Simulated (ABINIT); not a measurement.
## A GW chain in ABINIT: YVO4 (I4_1/amd)

Wanted: ground state, empty states, screening and self-energy for YVO4 (I4_1/amd).

Main program and level: ABINIT 10.8.3; LDA and many-body steps on it, plane waves.

Report form: the programs' logs are mostly left out.

## Step 1: The starting structure

It takes space group I4_1/amd (No. 141, tetragonal). Conventional cell: a = 7.118 Å, b = 7.118 Å, c = 6.289 Å, α = 90.00°, β = 90.00°, γ = 90.00°. Nearest to Y lie 8 O at 2.30 to 2.43 Å. Nearest to V lie 4 O at 1.71 Å. Nearest to O lie 1 V at 1.71 Å and 2 Y at 2.30 to 2.43 Å. Farther neighbours and most contacts between anions are not listed.

The cell and positions come from the Crystallography Open Database and are kept as given unless a step says otherwise.

## Step 2: Ground state

This step: ABINIT 10.8.3; DFT, LDA, plane waves, norm-conserving pseudopotentials.

The ground-state density comes first.

Contents of run.abi:

```
acell 3*1.0 Angstrom
rprim 
  -3.559150000000 3.559150000000 3.144650000000
  3.559150000000 -3.559150000000 3.144650000000
  3.559150000000 3.559150000000 -3.144650000000
ntypat 3
znucl 39 23 8
natom 12
typat 1 1 2 2 3 3 3 3 3 3 3 3
xred 
  0.750000000000 0.250000000000 0.500000000000
  0.000000000000 0.000000000000 0.000000000000
  0.500000000000 0.500000000000 0.000000000000
  0.250000000000 0.750000000000 0.500000000000
  0.510000000000 0.325800000000 0.184200000000
  0.075800000000 0.391600000000 0.315800000000
  0.141600000000 0.325800000000 0.815800000000
  0.075800000000 0.760000000000 0.684200000000
  0.240000000000 0.924200000000 0.315800000000
  0.674200000000 0.490000000000 0.815800000000
  0.608400000000 0.924200000000 0.684200000000
  0.674200000000 0.858400000000 0.184200000000
pp_dirpath "pseudos"
pseudos "Y.upf, V.upf, O.upf"
ecut 38
ngkpt 4 4 4
nshiftk 1
shiftk 0 0 0
kptopt 1
chksymbreak 0
nband 58
occopt 1
tolvrs 1e-08
nstep 60
prtwf 0
optforces 0
optstress 0
indata_prefix "in"
outdata_prefix "out"
tmpdata_prefix "tmp"
```

The run is started by

```sh
$ OMP_NUM_THREADS=1 mpirun -n 4 abinit run.abi > log
```

Run time: 2.8 min. Hardware: 4 MPI ranks of Arm Neoverse V1, shared host; peak memory 0.62 GiB.

Numbers from this step:

- total energy: -9851.1781 eV
- gap: 2.875 eV
- k of the valence top: 0, 0, 0
- k of the conduction bottom: 0, 0, 0
- least direct gap: 2.875 eV

The gap is direct, at Γ.

## Step 3: Empty states on the mesh, 2×2×2 mesh, 146 bands

The sums over transitions need many empty states on a uniform mesh; this step solves for them.

Changes to run.abi since step 2:

```diff
@@ -25,3 +25,3 @@
 ecut 38
-ngkpt 4 4 4
+ngkpt 2 2 2
 nshiftk 1
@@ -30,9 +30,10 @@
 chksymbreak 0
-nband 58
-occopt 1
-tolvrs 1e-08
+iscf -2
+irdden 1
+istwfk *1
+nband 146
+nbdbuf 12
+tolwfr 1e-09
 nstep 60
-prtwf 0
-optforces 0
-optstress 0
+prtvol 0
 indata_prefix "in"
```

Wall time 76 s (4 MPI ranks); peak memory 0.54 GiB.

Numbers from this step:

```
gap                                                           : 2.875 eV
k of the valence top                                          : 0, 0, 0
k of the conduction bottom                                    : 0, 0, 0
least direct gap                                              : 2.875 eV
k points computed                                             : 4
lowest point of the top converged band, above the valence top : 32.30 eV
```

On this mesh the gap is 2.875 eV.

## Step 4: Screening, 2×2×2 mesh, 134 bands, screening to 89.8 eV

The RPA dielectric matrix is built and inverted for each q.

This step: RPA screening on LDA, plane waves, norm-conserving pseudopotentials.

Changes to run.abi since step 3:

```diff
@@ -30,10 +30,11 @@
 chksymbreak 0
-iscf -2
-irdden 1
 istwfk *1
-nband 146
-nbdbuf 12
-tolwfr 1e-09
-nstep 60
-prtvol 0
+occopt 1
+irdwfk 1
+optdriver 3
+nband 134
+ecuteps 3.3
+inclvkb 2
+awtr 1
+symchi 1
 indata_prefix "in"
```

Elapsed: 94 s, on 4 MPI ranks; peak memory 1.9 GiB.

Numbers from this step:

* ε∞ with local fields, on this mesh, along the program's q direction: 4.080
* the same without local fields: 4.944
* plasma frequency: 28.82 eV
* plane waves in the screening matrix: 297

Local fields lower ε∞ by 17 %. On a Γ-centred mesh this coarse the value itself is usually too large, while a short band sum pulls it down.

## Step 5: Self-energy, 2×2×2 mesh, 134 bands, screening to 89.8 eV

The self-energy is evaluated for the states that the input lists, and the levels follow from it, in one-shot runs by the linearised quasiparticle equation.

This step: G0W0 on LDA, plane waves, norm-conserving pseudopotentials.

Changes to run.abi since step 4:

```diff
@@ -33,8 +33,15 @@
 irdwfk 1
-optdriver 3
+optdriver 4
 nband 134
+gwcalctyp 0
+ecutsigx 38
+symsigma 1
+nkptgw 1
+kptgw 
+  0.0000000000 0.0000000000 0.0000000000
+bdgw 
+  46 50
 ecuteps 3.3
-inclvkb 2
-awtr 1
-symchi 1
+irdscr 1
+ppmodel 1
 indata_prefix "in"
```

It took 8.3 s on 4 MPI ranks; peak memory 1.4 GiB.

Numbers from this step:

- G0W0 gap on the points computed: 5.239 eV
- starting gap on the mesh: 2.875 eV
- k of the valence top: 0, 0, 0
- k of the conduction bottom: 0, 0, 0
- Z at the valence top: 0.775
- Z at the conduction bottom: 0.798
- least direct G0W0 gap on the computed points: 5.239 eV

The gap on the mesh goes from 2.87 eV to 5.24 eV, a correction of +2.36 eV.

Limits: finite bands, cutoff and mesh; no spin polarisation; d states lean on the start; no spin-orbit coupling; coarse k mesh. v1 is the top filled band, c1 the lowest empty one. The levels before and after the correction (eV, zero at the valence-band top of each column):

|  | conduction bottom | valence top |
| --- | --- | --- |
| Kohn-Sham | 2.87 | 0.00 |
| G0W0 | 5.24 | 0.00 |

|  | level | energy (eV) |
| --- | --- | --- |
| Kohn-Sham | Γ v3-v2 | -0.405 |
| Kohn-Sham | Γ v1 | 0.000 |
| Kohn-Sham | Γ c1 | 2.875 |
| Kohn-Sham | Γ c2 | 3.607 |
| G0W0 | Γ v3-v2 | -0.395 |
| G0W0 | Γ v1 | 0.000 |
| G0W0 | Γ c1 | 5.239 |
| G0W0 | Γ c2 | 6.194 |

## Step 6: Where the time went

Times are wall times on 4 MPI ranks of Arm Neoverse V1, shared host, good to a factor of about two.

| step | time | share | memory (GiB) |
| --- | --- | --- | --- |
| ground state | 2.8 min | 49 % | 0.62 |
| empty states on the mesh | 76 s | 22 % | 0.54 |
| screening | 94 s | 27 % | 1.9 |
| self-energy | 8.3 s | 2 % | 1.4 |

## Step 7: Results

```yaml
lda_gap: 2.87 eV, direct
g0w0_gap_on_the_mesh: 5.24 eV
gw_settings: 2×2×2 mesh, 134 bands, screening to 89.8 eV, Godby-Needs plasmon pole
known_limits: not at the basis limit; no spin polarisation; d states lean on the start; no spin-orbit coupling; coarse k mesh
```

In words: G0W0 moves the gap on the mesh from 2.87 eV to 5.24 eV (+2.36 eV), with Z of 0.78 and 0.80 at the edges. Local fields lower the RPA ε∞ on this mesh from 4.94 to 4.08; a Γ-centred mesh this coarse tends to raise both, most where the direct gap is narrow, while a short band sum lowers them. Only 1 of the mesh's irreducible points was corrected, so a valley elsewhere could overtake. The dearest step here is «ground state». Bands and cutoff are finite, so the gap is not at the basis limit. The miss can reach some tenths of an eV and take either sign; the mesh is an error of its own. In the G0W0 run levels were corrected at 1 k point alone, so a gap called «on the mesh» is the least over those, and an edge elsewhere would be missed. The 2×2×2 mesh is coarse for this cell, which bears on the long-range parts of exchange and screening. The runs have no spin polarisation. For a closed low-spin shell that is the natural state; where a d or f shell is open it is a constraint, and the gap is then not the crystal's own. With d states at the gap, one-shot GW leans hard on its start. The many-body steps are scalar-relativistic: spin-orbit coupling is not in them.

[Paths, hosts, dates, memory and timing lines, banners, echoed tables and standing remarks are left out of the program output.]

[Logs are printed without paths, hosts, clocks, repeated set-up lines and the standing remarks that a program may print on its own settings, such as how far it seeks lower states.]

[Runs of the session that timed out or met a known fault of the program may be left out.]

[Hosts, paths, dates, database ids (printed as entryN), source tags and the programs' standing remarks are cut or masked in the printed files.]

[G0W0 gaps are taken among the corrected bands and points alone; a level outside them can change the order at an edge.]

[Where Ansatz stands beside ABINIT at settings called matched, ABINIT's density can come from a denser mesh and the files from another edition; pairs whose starting gaps differed by over 0.03 eV were left out, so agreement reads better than it is.]
